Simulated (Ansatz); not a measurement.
## Band gap of InF3 (R-3c) from density functionals to GW

Aim: the gap of InF3 (R-3c) at several levels of theory on one structure, with the time that each takes.

Calculated with Ansatz 0.2.0; density functionals, hybrids and G0W0, plane waves, PAW.

Report form: the programs' logs are mostly left out.

In doubt: masses and optical values from hybrid runs of this build are listed as unsure (steps 7, 8), which bears on the screening that GW takes from such a start.

## 1. Set-up

The structure is trigonal, space group R-3c (No. 167). Conventional cell: a = 5.410 Å, b = 5.410 Å, c = 14.378 Å, α = 90.00°, β = 90.00°, γ = 120.00°. In has 6 F at 2.05 Å nearest. F has 2 In at 2.05 Å nearest. Farther neighbours and most contacts between anions are not listed.

The cell and positions come from the Crystallography Open Database and are kept as given unless a step says otherwise.

The logs state that the PAW files were generated under PBE.

## 2. LDA on the 6×6×6 mesh

Levels along a band path and on the mesh show where this functional puts the band edges.

This step: DFT, LDA, plane waves, PAW; PAW set soft_1.

Input file input.yaml:

```yaml
crystal:
  lattice:
    - [2.70515, 1.5618190807, 4.7925]
    - [-2.70515, 1.5618190807, 4.7925]
    - [0.0, -3.1236381614, 4.7925]
  atoms:
    - { symbol: In, position: [0.0, 0.0, 0.0] }
    - { symbol: In, position: [0.5, 0.5, 0.5] }
    - { symbol: F, position: [0.8584, 0.6416, 0.25] }
    - { symbol: F, position: [0.25, 0.8584, 0.6416] }
    - { symbol: F, position: [0.6416, 0.25, 0.8584] }
    - { symbol: F, position: [0.1416, 0.3584, 0.75] }
    - { symbol: F, position: [0.75, 0.1416, 0.3584] }
    - { symbol: F, position: [0.3584, 0.75, 0.1416] }
kpoints:
  mp_grid: { grid: [6, 6, 6] }
  band_path:
    path:
      - [[0.0, 0.0, 0.0], [0.5, 0.5, 0.5], [0.76253126, 0.23746874, 0.5]]
      - [[0.5, -0.23746874, 0.23746874], [0.5, 0.0, 0.0], [0.0, 0.0, 0.0], [0.36873437, -0.36873437, 0.0]]
      - [[0.63126563, 0.0, 0.36873437], [0.5, 0.0, 0.5], [0.0, 0.0, 0.0]]
    npoints: 10
hamiltonian:
  xc: lda
  pseudopotentials: { kind: paw, azcp: { folder: soft_1 }, xc_functional: pbe }
scf:
  occupations: { method: fermi_dirac, width: 0.02 }
  n_extra_bands: 6
output:
  eigenvalues: true
  write_density: true
  write_potential: true
  elf: true
  volumetric_format: npy
```

Command:

```bash
$ ansatz run input.yaml --threads 4 --pin off --max-ram 138240MiB --backend cuda --events-out ev --progress --plain --runs-dir out --devices 1 --max-vram 26GiB
```

Run time: 6.9 s. Hardware: 1 × NVIDIA H100 80GB HBM3 (shared by 3 runs) with 4 threads of AMD EPYC 7R13 (Zen 3), shared host; peak memory 0.94 GiB.

This step gave:

```yaml
filled_bands: 34
gap: 4.240 eV
valence_top_at: F
conduction_bottom_at: Γ
least_direct_gap: 4.276 eV
```

Over mesh and path the gap is 4.240 eV, from k = (0.500, 0.000, 0.500) to k = Γ. The least direct gap found is 4.276 eV, at k = Γ.

## 3. LDA+SOC on the 6×6×6 mesh

This run has two-component orbitals with spin-orbit coupling.

This step: DFT, LDA with spin-orbit coupling, plane waves, PAW; PAW set soft_1.

Input file input.yaml:

```yaml
crystal:
  lattice:
    - [2.70515, 1.5618190807, 4.7925]
    - [-2.70515, 1.5618190807, 4.7925]
    - [0.0, -3.1236381614, 4.7925]
  atoms:
    - { symbol: In, position: [0.0, 0.0, 0.0] }
    - { symbol: In, position: [0.5, 0.5, 0.5] }
    - { symbol: F, position: [0.8584, 0.6416, 0.25] }
    - { symbol: F, position: [0.25, 0.8584, 0.6416] }
    - { symbol: F, position: [0.6416, 0.25, 0.8584] }
    - { symbol: F, position: [0.1416, 0.3584, 0.75] }
    - { symbol: F, position: [0.75, 0.1416, 0.3584] }
    - { symbol: F, position: [0.3584, 0.75, 0.1416] }
kpoints:
  mp_grid: { grid: [6, 6, 6] }
  band_path:
    path:
      - [0.0, 0.0, 0.0]
      - [0.5, 0.5, 0.5]
      - [0.76253126, 0.23746874, 0.5]
      - [0.5, -0.23746874, 0.23746874]
      - [0.5, 0.0, 0.0]
      - [0.36873437, -0.36873437, 0.0]
      - [0.63126563, 0.0, 0.36873437]
      - [0.5, 0.0, 0.5]
    npoints: 1
hamiltonian:
  xc: lda
  pseudopotentials: { kind: paw_fr, azcp: { folder: soft_1 }, xc_functional: pbe }
scf:
  occupations: { method: fixed }
  n_extra_bands: 12
magnetization:
  noncollinear: true
  spin_orbit: true
output:
  eigenvalues: true
```

Wall time 7.8 s (1 × NVIDIA H100 80GB HBM3 (shared by 3 runs) with 4 threads); peak memory 0.93 GiB; 10 s of CPU time.

Numbers from this step:

- gap: 4.239 eV
- valence top at: F
- conduction bottom at: Γ
- least direct gap: 4.269 eV

Over mesh and listed points the gap is 4.239 eV, from k = (0.500, 0.000, 0.500) to k = Γ. The least direct gap found is 4.269 eV, at k = Γ. LDA+SOC against LDA: 4.239 − 4.240 = −0.001 eV, with the same mesh, set of files (read in its fully relativistic form for the spin-orbit run) and cutoff, and both edges at the same k points. The spin-orbit run sees mesh and listed points alone, so its gap is an upper bound: the coupling can move an edge off these points, and the change over the zone, its sign included where it is small, is not known.

## 4. HSE06 on the 4×4×4 mesh

HSE06 mixes in a quarter of exact exchange at short range.

This step: DFT, HSE06, plane waves, PAW; PAW set soft_1.

Changes to input.yaml since step 3:

```diff
@@ -15,3 +15,3 @@
 kpoints:
-  mp_grid: { grid: [6, 6, 6] }
+  mp_grid: { grid: [4, 4, 4] }
   band_path:
@@ -28,11 +28,12 @@
 hamiltonian:
-  xc: lda
-  pseudopotentials: { kind: paw_fr, azcp: { folder: soft_1 }, xc_functional: pbe }
+  xc: hse06
+  pseudopotentials: { kind: paw, azcp: { folder: soft_1 } }
 scf:
   occupations: { method: fixed }
-  n_extra_bands: 12
-magnetization:
-  noncollinear: true
-  spin_orbit: true
+  n_extra_bands: 6
 output:
   eigenvalues: true
+  write_density: true
+  write_potential: true
+  elf: true
+  volumetric_format: npy
```

Wall time 19 s (1 × NVIDIA H100 80GB HBM3 (shared by 3 runs) with 4 threads); peak memory 1.4 GiB.

This step gave:

```
gap                     : 6.576 eV
valence top at          : F
conduction bottom at    : Γ
least direct gap        : 6.584 eV
exact-exchange fraction : 0.25
```

Over mesh and listed points the gap is 6.576 eV, from k = (0.500, 0.000, 0.500) to k = Γ. The least direct gap found is 6.584 eV, at k = Γ. HSE06 against LDA: 6.576 − 4.240 = +2.336 eV. The runs also differ in mesh (6×6×6 and 4×4×4), so how much of this comes from the functional alone is not known.

## 5. HSE06+SOC on the 4×4×4 mesh

This step: DFT, HSE06 with spin-orbit coupling, plane waves, PAW; PAW set soft_1.

Changes to input.yaml since step 4:

```diff
@@ -29,6 +29,9 @@
   xc: hse06
-  pseudopotentials: { kind: paw, azcp: { folder: soft_1 } }
+  pseudopotentials: { kind: paw_fr, azcp: { folder: soft_1 } }
 scf:
   occupations: { method: fixed }
-  n_extra_bands: 6
+  n_extra_bands: 12
+magnetization:
+  noncollinear: true
+  spin_orbit: true
 output:
```

Wall time 50 s (1 × NVIDIA H100 80GB HBM3 (shared by 3 runs) with 4 threads); peak memory 2.3 GiB.

Numbers from this step:

```yaml
gap: 6.572 eV
valence_top_at: F
conduction_bottom_at: Γ
least_direct_gap: 6.579 eV
exact_exchange_fraction: 0.25
```

Over mesh and listed points the gap is 6.572 eV, from k = (0.500, 0.000, 0.500) to k = Γ. The least direct gap found is 6.579 eV, at k = Γ. HSE06+SOC against HSE06: 6.572 − 6.576 = −0.004 eV, with the same mesh, set of files (read in its fully relativistic form for the spin-orbit run) and cutoff, and both edges at the same k points. The spin-orbit run sees mesh and listed points alone, so its gap is an upper bound: the coupling can move an edge off these points, and the change over the zone, its sign included where it is small, is not known.

## 6. G0W0@LDA, 4×4×4 mesh, 2043 empty bands, screening to 380 eV, hard PAW files

G0W0 replaces the xc potential by a self-energy built once from the orbitals of the start. Levels are corrected in the window of bands that the input names, at points of the mesh.

This step: G0W0 on LDA, plane waves, PAW.

Input file input.yaml:

```yaml
crystal:
  lattice:
    - [2.70515, 1.5618190807, 4.7925]
    - [-2.70515, 1.5618190807, 4.7925]
    - [0.0, -3.1236381614, 4.7925]
  atoms:
    - { symbol: In, position: [0.0, 0.0, 0.0] }
    - { symbol: In, position: [0.5, 0.5, 0.5] }
    - { symbol: F, position: [0.8584, 0.6416, 0.25] }
    - { symbol: F, position: [0.25, 0.8584, 0.6416] }
    - { symbol: F, position: [0.6416, 0.25, 0.8584] }
    - { symbol: F, position: [0.1416, 0.3584, 0.75] }
    - { symbol: F, position: [0.75, 0.1416, 0.3584] }
    - { symbol: F, position: [0.3584, 0.75, 0.1416] }
kpoints:
  mp_grid: { grid: [4, 4, 4] }
hamiltonian:
  xc: lda
  pseudopotentials: { kind: paw, source: ansatz }
scf:
  occupations: { method: fixed }
gw:
  n_empty_bands: 2043
  ecut_chi: 380
  qp_bands: [v2, c2]
  qp_kpoints: band_edges
  screening: { model: contour_deformation }
```

It took 4.7 min on 1 × NVIDIA H100 80GB HBM3 (shared by 3 runs) with 4 threads; peak memory 16 GiB; 9.6 min of CPU time.

This step gave:

```
bands summed                                    : 2085
RPA ε∞ on this mesh (eigenvalues)               : 2.254, 2.254, 2.301
plane waves in the screening matrix             : 2049
G0W0 gap over the corrected points              : 7.874 eV
k of the valence top                            : 0, 0.25, 0.25
k of the conduction bottom                      : 0, 0, 0
starting gap on the mesh                        : 4.236 eV
Z at the valence top                            : 0.7809
Z at the conduction bottom                      : 0.8564
least direct G0W0 gap over the corrected points : 7.881 eV
```

Over all 13 irreducible mesh points the G0W0 gap is 7.874 eV, from k = (0.000, 0.250, 0.250) to k = Γ. The LDA gap of this run on the mesh is 4.236 eV. Other states bound it: the two that bound the G0W0 gap lie 4.266 eV apart in LDA, so state for state the correction is 7.874 − 4.266 = +3.608 eV, while gap against gap it is 7.874 − 4.236 = +3.638 eV. The program marks 2 of the 52 corrected levels as in doubt (energies apart), neither edge state among them.

## 7. G0W0@HSE06, 4×4×4 mesh, 722 empty bands, screening to 190 eV, hard PAW files

This step: G0W0 on HSE06, plane waves, PAW.

Changes to input.yaml since step 6:

```diff
@@ -17,3 +17,3 @@
 hamiltonian:
-  xc: lda
+  xc: hse06
   pseudopotentials: { kind: paw, source: ansatz }
@@ -22,4 +22,4 @@
 gw:
-  n_empty_bands: 2043
-  ecut_chi: 380
+  n_empty_bands: 722
+  ecut_chi: 190.0
   qp_bands: [v2, c2]
```

The job ended after 4 min (1 × NVIDIA H100 80GB HBM3 (shared by 3 runs) with 4 threads; peak memory 5.2 GiB; 7.2 min of CPU time).

This step gave:

```
bands summed                                    : 764
RPA ε∞ on this mesh (eigenvalues)               : 1.913, 1.913, 1.940
plane waves in the screening matrix             : 713
G0W0 gap over the corrected points              : 8.784 eV
k of the valence top                            : 0, -0.5, -0.5
k of the conduction bottom                      : 0, 0, 0
starting gap on the mesh                        : 6.583 eV
Z at the valence top                            : 0.8297
Z at the conduction bottom                      : 0.8917
least direct G0W0 gap over the corrected points : 8.789 eV
```

Over all 13 irreducible mesh points the G0W0 gap is 8.784 eV, from k = (0.000, -0.500, -0.500) to k = Γ. The HSE06 gap of this run on the mesh is 6.583 eV. The two states that bound the G0W0 gap lie that far apart at the start, so the correction of the gap is 8.784 − 6.583 = +2.201 eV. G0W0@HSE06 against G0W0@LDA with 764 bands (a further run, in the table below): 8.784 − 7.651 = +1.133 eV. Mesh, set of files and cutoffs are the same, but the valence top lies at another k point, so this need not be the shift of one pair of states.

## 8. G0W0@PBE0, 4×4×4 mesh, 722 empty bands, screening to 190 eV, hard PAW files

This step: G0W0 on PBE0, plane waves, PAW.

Changes to input.yaml since step 7:

```diff
@@ -17,3 +17,3 @@
 hamiltonian:
-  xc: hse06
+  xc: pbe0
   pseudopotentials: { kind: paw, source: ansatz }
```

The job ended after 3.8 min (1 × NVIDIA H100 80GB HBM3 (shared by 3 runs) with 4 threads; peak memory 5.1 GiB; 6.7 min of CPU time).

Numbers from this step:

```yaml
bands_summed: 764
rpa_eps_infinity_on_this_mesh_eigenvalues: 1.873, 1.873, 1.897
plane_waves_in_the_screening_matrix: 713
g0w0_gap_over_the_corrected_points: 8.996 eV
k_of_the_valence_top: 0, -0.5, -0.5
k_of_the_conduction_bottom: 0, 0, 0
starting_gap_on_the_mesh: 7.342 eV
z_at_the_valence_top: 0.8377
z_at_the_conduction_bottom: 0.8971
least_direct_g0w0_gap_over_the_corrected_points: 9.001 eV
```

Over all 13 irreducible mesh points the G0W0 gap is 8.996 eV, from k = (0.000, -0.500, -0.500) to k = Γ. The PBE0 gap of this run on the mesh is 7.342 eV. The two states that bound the G0W0 gap lie that far apart at the start, so the correction of the gap is 8.996 − 7.342 = +1.654 eV. G0W0@PBE0 against G0W0@HSE06 with 764 bands: 8.996 − 8.784 = +0.212 eV, with the same mesh, files and cutoffs, and both edges at the same k points.

## 9. Gap and time by level

Each gap is the least one over the points named; times are wall times on shared hosts, not benchmarks. A G0W0 time includes the run's own self-consistent start. Runs with listed points see these and the mesh alone, so an edge that moves elsewhere is missed. Rows marked * are further runs, not shown as steps, whose inputs differ from the G0W0 step on the same start in the columns given; solver thresholds can differ too. Symmetry makes (0.500, 0.000, 0.500) and (0.000, -0.500, -0.500) one point.

```
     level   mesh       files, cutoff  bands summed, screening                          points  gap (eV)              valence top  conduction bottom  least direct gap (eV)     time
       LDA  6×6×6  soft_1 PAW, 420 eV                        -                   mesh and path     4.240    (0.500, 0.000, 0.500)                  Γ                  4.276    6.9 s
   LDA+SOC  6×6×6  soft_1 PAW, 420 eV                        -          mesh and listed points     4.239    (0.500, 0.000, 0.500)                  Γ                  4.269    7.8 s
     HSE06  4×4×4  soft_1 PAW, 420 eV                        -          mesh and listed points     6.576    (0.500, 0.000, 0.500)                  Γ                  6.584     19 s
 HSE06+SOC  4×4×4  soft_1 PAW, 420 eV                        -          mesh and listed points     6.572    (0.500, 0.000, 0.500)                  Γ                  6.579     50 s
 G0W0@LDA*  4×4×4   hard PAW, 1050 eV              360, 110 eV  all 13 irreducible mesh points     7.490    (0.000, 0.250, 0.250)                  Γ                  7.499     52 s
 G0W0@LDA*  4×4×4   hard PAW, 1050 eV              764, 190 eV  all 13 irreducible mesh points     7.651    (0.000, 0.250, 0.250)                  Γ                  7.659  2.1 min
 G0W0@LDA*  4×4×4   hard PAW, 1050 eV             1265, 270 eV  all 13 irreducible mesh points     7.768    (0.000, 0.250, 0.250)                  Γ                  7.776  3.3 min
  G0W0@LDA  4×4×4   hard PAW, 1050 eV             2085, 380 eV  all 13 irreducible mesh points     7.874    (0.000, 0.250, 0.250)                  Γ                  7.881  4.7 min
 G0W0@LDA*  6×6×6   hard PAW, 1050 eV              360, 110 eV  all 32 irreducible mesh points     7.481    (0.000, 0.167, 0.167)                  Γ                  7.492  6.5 min
G0W0@HSE06  4×4×4   hard PAW, 1050 eV              764, 190 eV  all 13 irreducible mesh points     8.784  (0.000, -0.500, -0.500)                  Γ                  8.789    4 min
 G0W0@PBE0  4×4×4   hard PAW, 1050 eV              764, 190 eV  all 13 irreducible mesh points     8.996  (0.000, -0.500, -0.500)                  Γ                  9.001  3.8 min
```

## 10. Results

```yaml
lda_over_mesh_and_path: 4.240 eV
lda_soc_over_mesh_and_listed_points: 4.239 eV
hse06_over_mesh_and_listed_points: 6.576 eV
hse06_soc_over_mesh_and_listed_points: 6.572 eV
g0w0_lda_2085_bands_4x4x4_over_all_13_irreducible_mesh_points: 7.874 eV
g0w0_hse06_over_all_13_irreducible_mesh_points: 8.784 eV
g0w0_pbe0_over_all_13_irreducible_mesh_points: 8.996 eV
known_limits: finite bands, screening cutoff and k mesh; no spin-orbit coupling in G0W0; d shells not analysed
```

**Reading.** The rows run from 4.239 eV (LDA+SOC) to 8.996 eV (G0W0@PBE0). They differ in mesh, files, plane-wave cutoff, bands and screening cutoff of G0W0 and the points over which the gap was sought as well as in level, so only pairs that share these are like for like. LDA+SOC against LDA: 4.239 − 4.240 = −0.001 eV, with the same mesh, set of files (read in its fully relativistic form for the spin-orbit run) and cutoff, and both edges at the same k points. The spin-orbit run sees mesh and listed points alone, so its gap is an upper bound: the coupling can move an edge off these points, and the change over the zone, its sign included where it is small, is not known. HSE06+SOC against HSE06: 6.572 − 6.576 = −0.004 eV, with the same mesh, set of files (read in its fully relativistic form for the spin-orbit run) and cutoff, and both edges at the same k points. The spin-orbit run sees mesh and listed points alone, so its gap is an upper bound: the coupling can move an edge off these points, and the change over the zone, its sign included where it is small, is not known. G0W0@PBE0 against G0W0@HSE06 with 764 bands: 8.996 − 8.784 = +0.212 eV, with the same mesh, files and cutoffs, and both edges at the same k points. G0W0@LDA (2085 bands, 4×4×4) moves the gap of its own start on the mesh by 7.874 − 4.236 = +3.638 eV, with other states at the edges (they lie 4.266 eV apart at the start). Both edges that LDA shows over mesh and path lie at k points where levels were corrected. G0W0 has the valence top at another k point than that. Levels at other points were not corrected, so a lower G0W0 gap elsewhere in the zone is not ruled out. G0W0@HSE06 moves the gap of its own start on the mesh by 8.784 − 6.583 = +2.201 eV, between the same two levels. Both edges that HSE06 shows over mesh and listed points lie at k points where levels were corrected. Levels at other points were not corrected, so a lower G0W0 gap elsewhere in the zone is not ruled out. G0W0@PBE0 moves the gap of its own start on the mesh by 8.996 − 7.342 = +1.654 eV, between the same two levels. No PBE0 run over points off the mesh is shown, so for G0W0@PBE0 the gap over the whole zone is not known. What spin-orbit coupling does to the G0W0 levels was not computed, so no sum with the G0W0 gap is formed. For G0W0@LDA: from 360 bands and 110 eV to 2085 bands and 380 eV the gap moves by 7.874 − 7.490 = +0.384 eV (rung by rung 7.490, 7.651, 7.768, 7.874 eV); bands and screening cutoff rise together, so their parts are not told apart. A line in one over the bands through the two highest rungs gives 7.874 + (7.874 − 7.768) × 1265 / (2085 − 1265) = 8.038 eV, and through the pair below 7.768 + (7.768 − 7.651) × 764 / (1265 − 764) = 7.946 eV. The two differ by 0.092 eV, not under the 0.030 eV asked, so the law does not hold well over these rungs and the limit is not known. The other G0W0 rows are shown at one basis each (764 bands), so their distance from the limit is not known here. With the 6×6×6 mesh in place of the 4×4×4 mesh and all else as in the G0W0@LDA row with 360 bands, the gap differs by 7.481 − 7.490 = −0.009 eV, and that of the start by 4.236 − 4.236 = +0.000 eV; an edge lies at another k point, so this need not be the shift of one pair of states. For G0W0@LDA (2085 bands, 4×4×4): the program marks 2 of the 52 corrected levels as in doubt (energies apart), neither edge state among them. The G0W0 runs are scalar-relativistic. One-shot GW is known to converge slowly in bands for compounds with shallow d shells. The cell holds In; the filling of the d shell and its place against the gap were not analysed here. G0W0 is shown with one set of atomic data (hard PAW), so the error from the files is not known here.

[Paths, hosts, dates, memory and timing lines, banners, echoed tables and standing remarks are left out of the program output.]

[Logs are printed without paths, hosts, clocks, repeated set-up lines and the standing remarks that a program may print on its own settings, such as how far it seeks lower states.]

[Runs of the session that timed out or met a known fault of the program may be left out.]

[Cells called generated may have been cut or substituted from an entry of the Crystallography Open Database or the Materials Project.]

[Hosts, paths, dates, database ids (printed as entryN), source tags and the programs' standing remarks are cut or masked in the printed files.]

[Where an RPA ε∞ is given, it is that of the G0W0 mesh and is not shown converged in it. Names of k-points follow the symmetry that the program found, which can be lower than the space group named. Band edges on a path are those of the sampled points; other points can move an edge, and change direct to indirect where valleys lie close.]

[Hybrid gaps are those of their k-mesh and are not shown converged in it.]
